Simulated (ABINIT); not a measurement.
Entries from a set of simulations; values are calculated unless marked as measured.

### BN (P6_3/mmc): a self-consistent loop beyond G0W0, cycle by cycle

The structure is hexagonal, space group P6_3/mmc (No. 194). The conventional cell has a = 2.498 Å, b = 2.498 Å, c = 6.636 Å, α = 90.00°, β = 90.00°, γ = 120.00°. Nearest to B lie 3 N at 1.44 Å. Nearest to N lie 3 B at 1.44 Å. Farther neighbours, and contacts between anions beyond the nearest, are not listed.

```xyz
4
Lattice="2.4982 0.0000 0.0000 -1.2491 2.1635 0.0000 0.0000 0.0000 6.6357" Properties=species:S:1:pos:R:3 pbc="T T T"
B     0.0000    1.4424    1.6589
B     1.2491    0.7212    4.9768
N     0.0000    1.4424    4.9768
N     1.2491    0.7212    1.6589
```

```yaml
method: RPA screening on PBE from quasiparticle energies and orbitals, plane waves, norm-conserving pseudopotentials (and 4 further levels or steps)
program: ABINIT 10.8.3
settings: cutoff 36 Ha, PseudoDojo scalar-relativistic 0.4.1 standard, norm-conserving, ngkpt (3, 3, 2), nband 22, ecuteps 3.2 Ha, gwcalctyp 27, nfreqre 1, inclvkb 2, shiftk (0, 0, 0), symchi 1, awtr 1, frequency static, cycle 4, q points all but q = 0, 3×3×2 k-mesh
cost: 13 runs, 51 s in all on 4 MPI ranks of Arm Neoverse V1, shared host
notes: The database entry behind the starting cell differs from other determinations of this structure. The program’s warnings: nkpt*nsppol () is not a multiple of nproc spkpt (). The cell and positions come from the Crystallography Open Database and are kept as given unless a step says otherwise. The 3×3×2 mesh is coarse for this cell, which bears on the long-range parts of exchange and screening.
g0w0: 6.024 eV
self_consistent_cohsex_cycle_1: 6.807 eV
self_consistent_cohsex_cycle_2: 7.312 eV
self_consistent_cohsex_cycle_3: 7.338 eV
self_consistent_cohsex_cycle_4: 7.358 eV
known_limits: short of the basis limit; coarse k mesh
```

Only the bands that the input lists are updated; the higher empty ones keep the functional's energies. Self-consistent COHSEX ends at 7.36 eV, +1.33 eV from G0W0, after 4 cycles that took 42 s beside the first screening; the last moved the gap by 0.020 eV.

[Long decimals in the printed logs are rounded to 6 places.]

[Logs are printed without paths, hosts, clocks, repeated set-up lines and the standing remarks that a program may print on its own settings, such as how far it seeks lower states.]

[Paths, hosts, dates, memory and timing lines, banners, echoed tables and standing remarks are left out of the program output; an Ansatz launch command may be rebuilt from the run's recorded settings. Measured values are a selection of at most five: reports struck by readers or far from the other reports are left out. None is set beside runs whose start may be inverted or whose files or cutoffs have a known fault.]

[Runs of the session that timed out or met a known fault of the program may be left out.]

[Hosts, paths, dates, database ids (printed as entryN), source tags and the programs' standing remarks are cut or masked in the printed files.]

[G0W0 gaps are taken among the corrected bands and points alone; a level outside them can change the order at an edge.]

[Where Ansatz stands beside ABINIT at settings called matched, ABINIT's density can come from a denser mesh and the files from another edition; pairs whose starting gaps differed by over 0.03 eV were left out, so agreement reads better than it is.]
